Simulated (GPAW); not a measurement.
# BN in line between two Cu chains: relaxation, then transmission at several levels

How well does BN in line between two Cu chains conduct once its atoms have relaxed, and how much do cheaper levels lose?

Method: GPAW LCAO, PAW setups; relaxation of the junction within the symmetry of its start, lead ends held, in the first sound run; inputs show where later runs differ, in GPAW 26.7.0.

**1. Starting point**

The cell holds 14 atoms: 12 Cu, 1 B and 1 N. Its edges and angles: a = 9.000 Å, b = 9.000 Å, c = 30.200 Å, α = 90.0°, β = 90.0°, γ = 90.0°. Regions: left lead, 6 atoms (6 Cu); channel, 2 atoms (1 B and 1 N); right lead, 6 atoms (6 Cu). Vacuum lies along a and b. The structure is stacked along c, and the current runs across the ab planes.

**2. Relaxing the atoms**

Transmission follows bond lengths closely, so the atoms between the held lead ends are relaxed first, within whatever symmetry the start has.

The input, run.py:

```python
import json
from ase import Atoms
from ase.constraints import FixAtoms
from ase.optimize import BFGS
from gpaw import GPAW, FermiDirac

device = Atoms(
    ['Cu', 'Cu', 'Cu', 'Cu', 'Cu', 'Cu', 'B', 'N', 'Cu', 'Cu', 'Cu', 'Cu', 'Cu', 'Cu'],
    positions=[
        [4.50000, 4.50000, 1.15000],
        [4.50000, 4.50000, 3.45000],
        [4.50000, 4.50000, 5.75000],
        [4.50000, 4.50000, 8.05000],
        [4.50000, 4.50000, 10.35000],
        [4.50000, 4.50000, 12.65000],
        [4.50000, 4.50000, 14.56240],
        [4.50000, 4.50000, 15.84240],
        [4.50000, 4.50000, 17.54980],
        [4.50000, 4.50000, 19.84980],
        [4.50000, 4.50000, 22.14980],
        [4.50000, 4.50000, 24.44980],
        [4.50000, 4.50000, 26.74980],
        [4.50000, 4.50000, 29.04980]],
    cell=[[9.0, 0.0, 0.0], [0.0, 9.0, 0.0], [0.0, 0.0, 30.1998]],
    pbc=True)

device.set_constraint(FixAtoms([0, 1, 2, 3, 4, 9, 10, 11, 12, 13]))
device.calc = GPAW(mode='lcao', basis='dzp', xc='PBE', h=0.18,
                   kpts={'size': (1, 1, 3), 'gamma': True},
                   symmetry={'tolerance': 1e-3, 'extra_ids': [1, 1, 1, 1, 1, 0, 0, 0, 0, 1, 1, 1, 1, 1]},
                   occupations=FermiDirac(0.1), maxiter=250,
                   mixer=dict(beta=0.1, nmaxold=8, weight=100.0),
                   convergence=dict(density=0.0001), txt='relax.txt')
path = []
opt = BFGS(device, maxstep=0.15)
opt.attach(lambda: path.append((device.get_potential_energy(), device.positions.tolist(), device.get_forces().tolist())))
relaxed = bool(opt.run(fmax=0.05, steps=50))
json.dump(dict(relaxed=relaxed, path=path, positions=device.positions.tolist(), moments=device.get_magnetic_moments().tolist(),
               forces=device.get_forces(apply_constraint=False).tolist()), open('result.json', 'w'))
```

Command:

```bash
OMP_NUM_THREADS=1 OPENBLAS_NUM_THREADS=1 python run.py
```

What it wrote:

```text
Step          Energy          fmax
BFGS:    0      -27.320327        1.846727
BFGS:    1      -27.380961        0.794638
BFGS:    2      -27.393369        0.321013
BFGS:    3      -27.393608        0.305328
BFGS:    4      -27.394170        0.057050
BFGS:    5      -27.394226        0.046878
```

Run time: 3.4 min. Hardware: 1 thread of Arm Neoverse V1, shared host; peak memory 1.2 GiB.

Relaxation path:

```
step  energy less that of the first step (eV)  largest force (eV/Å)
   1                                   0.0000                1.8467
   2                                  -0.0606                0.7946
   3                                  -0.0734                0.3210
   4                                  -0.0734                0.3053
   5                                  -0.0739                0.0570
   6                                  -0.0741                0.0469
```

The atoms that moved most (Å):

```
atom     dx     dy      dz  length
 Cu9  0.000  0.000   0.049   0.049
  B7  0.000  0.000  -0.033   0.033
  N8  0.000  0.000  -0.018   0.018
 Cu6  0.000  0.000   0.008   0.008
```

The relaxation lowered the energy of the cell by 0.0741 eV (energies extrapolated to zero smearing; the optimiser's log prints free energies). The largest force left on a free atom is 0.047 eV/Å.

**3. Double-zeta polarised basis**

The script solves lead and junction separately, takes H and S in the orbital basis, and joins semi-infinite leads through their self-energies; the dzp basis is the working standard.

This step: GPAW LCAO, PAW setups; Landauer transmission from Green's functions with principal layers (ASE), zero bias (GPAW 26.7.0).

The input, run.py:

```python
import json
import numpy as np
from ase import Atoms
from ase.transport.calculators import TransportCalculator
from gpaw import GPAW, FermiDirac
from gpaw.lcao.tools import get_lcao_hamiltonian
from scipy.linalg import eigh

# The junction with lead layers at both ends, along the third cell vector
device = Atoms(
    ['Cu', 'Cu', 'Cu', 'Cu', 'Cu', 'Cu', 'B', 'N', 'Cu', 'Cu', 'Cu', 'Cu', 'Cu', 'Cu'],
    positions=[
        [4.50000, 4.50000, 1.15000],
        [4.50000, 4.50000, 3.45000],
        [4.50000, 4.50000, 5.75000],
        [4.50000, 4.50000, 8.05000],
        [4.50000, 4.50000, 10.35000],
        [4.50000, 4.50000, 12.65775],
        [4.50000, 4.50000, 14.52978],
        [4.50000, 4.50000, 15.82403],
        [4.50000, 4.50000, 17.59832],
        [4.50000, 4.50000, 19.84980],
        [4.50000, 4.50000, 22.14980],
        [4.50000, 4.50000, 24.44980],
        [4.50000, 4.50000, 26.74980],
        [4.50000, 4.50000, 29.04980]],
    cell=[[9.0, 0.0, 0.0], [0.0, 9.0, 0.0], [0.0, 0.0, 30.1998]],
    pbc=True)

# One principal layer of the lead: the first 3 atoms of the device
lead = Atoms(
    ['Cu', 'Cu', 'Cu'],
    positions=[
        [4.50000, 4.50000, 1.15000],
        [4.50000, 4.50000, 3.45000],
        [4.50000, 4.50000, 5.75000]],
    cell=[[9.0, 0.0, 0.0], [0.0, 9.0, 0.0], [0.0, 0.0, 6.9]],
    pbc=True)

settings = dict(mode='lcao', basis='dzp', xc='PBE', h=0.18,
                occupations=FermiDirac(0.1), maxiter=250,
                mixer=dict(beta=0.1, nmaxold=8, weight=100.0),
                convergence=dict(density=0.0001))
energies = np.arange(-2, 2 + 1e-9, 0.025)
eta = 0.0001
n1, n2 = 1, 1
# k and -k transmit alike, so half of the mesh across the current serves
mesh = [(i, j) for i in range(n1) for j in range(n2) if (i, j) <= (-i % n1, -j % n2)]
weights = np.array([1 if (i, j) == (-i % n1, -j % n2) else 2 for i, j in mesh]) / (n1 * n2)


def ground_state(atoms, size, txt):
    atoms.calc = GPAW(kpts={'size': size, 'gamma': True}, symmetry={'tolerance': 1e-3}, txt=txt, **settings)
    atoms.get_potential_energy()
    return atoms.calc.get_fermi_level()


def blocks(atoms, fermi, points, nz, cells):
    """H - E_F S and S between cell 0 and the cells above it, at each point across the current."""
    kz = np.arange(nz) / nz
    calc = atoms.calc.fixed_density(kpts=[(*k, z) for k in points for z in kz], symmetry='off', txt=None)
    H, S = get_lcao_hamiltonian(calc)
    H = (H - fermi * S).reshape(len(H), len(points), nz, *S.shape[1:])
    S = S.reshape(H.shape[1:])
    phases = [np.exp(-2j * np.pi * kz * R) / nz for R in cells]
    return [(np.einsum('skzij,z->ksij', H, p), np.einsum('kzij,z->kij', S, p)) for p in phases]


def pair(a, b):
    return np.block([[a, b], [b.T.conj(), a]])


def count_channels(h, s, cells, nk=240):
    """Half the number of times that the lead's bands cross each energy, unfolded to its shortest repeat."""
    b = len(h) // cells
    bands = []
    for k in (np.arange(nk + 1) + 0.5) / nk:
        hk, sk = h[:b, :b].copy(), s[:b, :b].copy()
        for R in range(1, cells):
            phase, block = np.exp(2j * np.pi * k * R), slice(R * b, (R + 1) * b)
            hk += h[:b, block] * phase + (h[:b, block] * phase).T.conj()
            sk += s[:b, block] * phase + (s[:b, block] * phase).T.conj()
        w, u = eigh(sk)
        x = u[:, w > 1e-5] / w[w > 1e-5]**0.5  # drop near-dependent combinations
        bands.append(np.r_[eigh(x.T.conj() @ hk @ x, eigvals_only=True), [1e9] * (w <= 1e-5).sum()])
    below = np.array(bands)[:, :, None] < energies
    return (below[1:] != below[:-1]).sum((0, 1)) / 2


fermi_lead = ground_state(lead, (1, 1, 16), 'lead.txt')
fermi_device = ground_state(device, (1, 1, 3), 'device.txt')
T, channels, eigen, tail, misfit, shifts = [], [], [], 0.0, 0.0, []
for first in range(0, len(mesh), 566):
    points = [(i / n1, j / n2) for i, j in mesh[first:first + 566]]
    (H0k, S0k), (H1k, S1k), (H2k, _) = blocks(lead, fermi_lead, points, 5, range(3))
    [(Hk, Sk)] = blocks(device, fermi_device, points, 2, [0])
    tail = max(tail, abs(H2k).max())
    for H0, S0, H1, S1, H, S in zip(H0k, S0k, H1k, S1k, Hk, Sk):
        n = len(S0)
        # Shift the lead onto the potential of the device's first layer
        shift = ((H[:, 0, 0] - H0[:, 0, 0]) / S0[0, 0]).real.mean()
        shifts.append(shift)
        misfit = max(misfit, abs(H[:, :n, :n] - H0 - shift * S0).max())
        Tk, Ck, Ek = [], [], []
        for s in range(len(H)):
            t = s % len(H0)  # a lead without moments serves both spins
            h1, s1 = pair(H0[t] + shift * S0, H1[t] + shift * S1), pair(S0, S1)
            leads = dict(h1=h1, s1=s1, energies=energies, eta=eta, eta1=eta, eta2=eta)
            calc = TransportCalculator(h=H[s], s=S, eigenchannels=3, **leads)
            Tk.append(calc.get_transmission())
            Ek.append(np.sort(calc.eigenchannels_ne, axis=0)[::-1])
            Ck.append(count_channels(h1, s1, 6))
        T.append(Tk)
        channels.append(Ck)
        eigen.append(Ek)
T, channels = np.array(T), np.array(channels)
mean, open_channels = np.einsum('kse,k->se', T, weights), np.einsum('kse,k->se', channels, weights)

print(f'basis functions: device {len(S)}, principal layer {n}')
print(f'Fermi level: lead {fermi_lead:.4f} eV, device {fermi_device:.4f} eV; lead shifted by {np.mean(shifts):.4f} eV')
print(f'largest coupling past the next layer {tail:.2e} eV, largest misfit of the first layer {misfit:.3f} eV')
print('  E-E_F (eV)   ' + 'T (one spin)  channels')
for e, t, c in zip(energies, mean.T, open_channels.T):
    print(f'{e:10.3f}  ', *[f'{x:11.4e}' for x in t], *[f'{x:9.4f}' for x in c])

kT = 8.617333e-5 * 300
fine = np.linspace(energies[0], energies[-1], 4001)
both = np.exp(np.interp(fine, energies, np.log(np.maximum(mean.sum(0) * 2 / len(mean), 1e-30))))
fermi = lambda mu: 1 / (1 + np.exp(np.clip((fine - mu) / kT, -200, 200)))
slope = fermi(0) * (1 - fermi(0)) / kT
G = np.trapezoid(both * slope, fine) / 2
seebeck = -np.trapezoid(both * slope * fine, fine) / (2 * G * 300) * 1e6
print(f'conductance at 300 K: {G:.5g} G0 a cell; thermopower {seebeck:.4g} uV/K')
bias = [0.1, 0.2, 0.5, 1.0, 1.5, 2.0]
current = [38.74 * np.trapezoid(both * (fermi(V / 2) - fermi(-V / 2)), fine) for V in bias]
for V, I in zip(bias, current):
    print(f'current from the zero-bias T(E) at {V} V: {I:.5g} uA')
zero = abs(energies).argmin()
json.dump(dict(energies=energies.tolist(), T=mean.tolist(), channels=open_channels.tolist(), G=G, seebeck=seebeck,
               bias=bias, current=current, tail=tail, misfit=misfit, shift=np.mean(shifts), n_device=len(S), n_lead=n,
               fermi=[fermi_lead, fermi_device], energy=device.get_potential_energy(),
               moments=device.get_magnetic_moments().tolist(), mesh=mesh, weights=weights.tolist(),
               T_k=T[:, :, zero].tolist(), eigen=np.array(eigen[0]).tolist()), open('result.json', 'w'))
```

What it wrote:

```text
basis functions: device 206, principal layer 45
Fermi level: lead -3.6823 eV, device -3.9260 eV; lead shifted by -0.0001 eV
largest coupling past the next layer 4.59e-05 eV, largest misfit of the first layer 0.039 eV
  E-E_F (eV)   T (one spin)  [channel counts left out]
    -2.000    1.0445e-01
    -1.975    1.0407e-01
    -1.950    1.0380e-01
    -1.925    1.0364e-01
    -1.900    1.0360e-01
    -1.875    1.0370e-01
    -1.850    1.0393e-01
    -1.825    1.0431e-01
    -1.800    1.0486e-01
    -1.775    1.0558e-01
    -1.750    1.0650e-01
    -1.725    5.1604e-01
    -1.700    8.0892e-01
    -1.675    8.9641e-01
    -1.650    9.4960e-01
    -1.625    9.9615e-01
[...]
1.825    4.7989e-02
     1.850    4.7905e-02
     1.875    4.7822e-02
     1.900    4.7740e-02
     1.925    4.7658e-02
     1.950    4.7576e-02
     1.975    4.7494e-02
     2.000    4.7411e-02
conductance at 300 K: 0.19544 G0 a cell; thermopower 27.95 uV/K
current from the zero-bias T(E) at 0.1 V: 1.5393 uA
current from the zero-bias T(E) at 0.2 V: 3.3139 uA
current from the zero-bias T(E) at 0.5 V: 15.716 uA
current from the zero-bias T(E) at 1.0 V: 42.263 uA
current from the zero-bias T(E) at 1.5 V: 67.849 uA
current from the zero-bias T(E) at 2.0 V: 96.824 uA
```

It took 96 s on 1 thread; peak memory 1.4 GiB.

Numbers from this step:

```yaml
conductance: 0.1954 G₀
largest_coupling_past_the_next_principal_layer: 4.59e-5 eV
largest_misfit_of_the_first_principal_layer: 0.03906 eV
shift_that_aligns_the_lead: -5.29e-5 eV
basis_functions_of_the_junction: 206
basis_functions_of_a_principal_layer: 45
transmission_at_the_fermi_level_one_spin: 0.1898
```

One spin. Transmission, zone mean against energy, zero at the Fermi level:

```
energy (eV)  transmission, zone mean
     -2.000                    0.104
     -1.900                    0.104
     -1.800                    0.105
     -1.700                    0.809
     -1.600                     1.04
     -1.500                     1.11
     -1.400                     1.12
     -1.300                     1.11
     -1.200                     1.16
     -1.100                     1.16
     -1.000                     1.29
     -0.900                     1.46
     -0.825                     1.52
     -0.800                     1.51
     -0.700                     1.35
     -0.600                     1.17
     -0.500                     1.14
     -0.400                     1.24
     -0.300                     1.39
     -0.250                     1.41
     -0.200                     1.31
     -0.100                    0.251
      0.000                    0.190
      0.100                    0.150
      0.200                    0.124
      0.300                    0.105
      0.400                   0.0917
      0.500                   0.0814
      0.600                   0.0736
      0.700                   0.0676
      0.800                   0.0628
      0.900                   0.0592
      1.000                   0.0563
      1.100                   0.0541
      1.200                   0.0524
      1.300                   0.0512
      1.400                   0.0502
      1.500                   0.0494
      1.600                   0.0489
      1.700                   0.0484
      1.800                   0.0481
      1.900                   0.0477
      2.000                   0.0474
```

Not self-consistent under bias; the bias window is split evenly. Table of current through one cell, from the zero-bias transmission by bias:

```
bias (V)  current through one cell, from the zero-bias transmission (μA)
   0.100                                                            1.54
   0.200                                                            3.31
   0.500                                                            15.7
   1.000                                                            42.3
   1.500                                                            67.8
   2.000                                                            96.8
```

The transmission of the three most open eigenchannels by energy, zero at the Fermi level:

```
energy (eV)  channel 1  channel 2  channel 3
     -2.000      0.104          0          0
     -1.900      0.104          0          0
     -1.800      0.105    7.2e-11    7.2e-11
     -1.700      0.350      0.350      0.109
     -1.600      0.461      0.461      0.117
     -1.500      0.491      0.491      0.132
     -1.400      0.479      0.479      0.159
     -1.300      0.445      0.445      0.221
     -1.200      0.388      0.388      0.385
     -1.100      0.420      0.371      0.371
     -1.000      0.470      0.411      0.411
     -0.900      0.500      0.481      0.481
     -0.800      0.513      0.513      0.484
     -0.700      0.467      0.467      0.420
     -0.600      0.398      0.387      0.387
     -0.500      0.439      0.351      0.351
     -0.400      0.464      0.390      0.390
     -0.300      0.482      0.482      0.426
     -0.200      0.478      0.478      0.351
     -0.100      0.251     2.6e-8     2.6e-8
      0.000      0.190          0          0
      0.100      0.150          0          0
      0.200      0.124          0          0
      0.300      0.105          0          0
      0.400     0.0917          0          0
      0.500     0.0814          0          0
      0.600     0.0736          0          0
      0.700     0.0676          0          0
      0.800     0.0628          0          0
      0.900     0.0592          0          0
      1.000     0.0563          0          0
      1.100     0.0541          0          0
      1.200     0.0524          0          0
      1.300     0.0512          0          0
      1.400     0.0502          0          0
      1.500     0.0494          0          0
      1.600     0.0489          0          0
      1.700     0.0484          0          0
      1.800     0.0481          0          0
      1.900     0.0477          0          0
      2.000     0.0474          0          0
```

Couplings past the next layer reach 4.6e-5 eV, small enough to drop; the matrix elements of the cell's first layer differ from the bulk lead's by up to 0.039 eV. That layer keeps its own values in the calculation, and only beyond it is the lead taken as perfect. The Fermi levels of lead and junction count from different zeros of potential, one for each periodic cell; with both set to zero, the small remaining shift is what aligns them. By hand: G = 0.1954 × 77.48 μS = 15.1 μS, a resistance of 66.0 kΩ; at 0.1 V a linear junction would pass 1.51 μA, and the integral over the bias window gives 1.54 μA.

(Part 1 of 3 ends here.)

[Logs are printed without paths, hosts, clocks, repeated set-up lines and the standing remarks that a program may print on its own settings, such as how far it seeks lower states.]

[Hosts, paths, dates, database ids (printed as entryN), source tags and the programs' standing remarks are cut or masked in the printed files.]
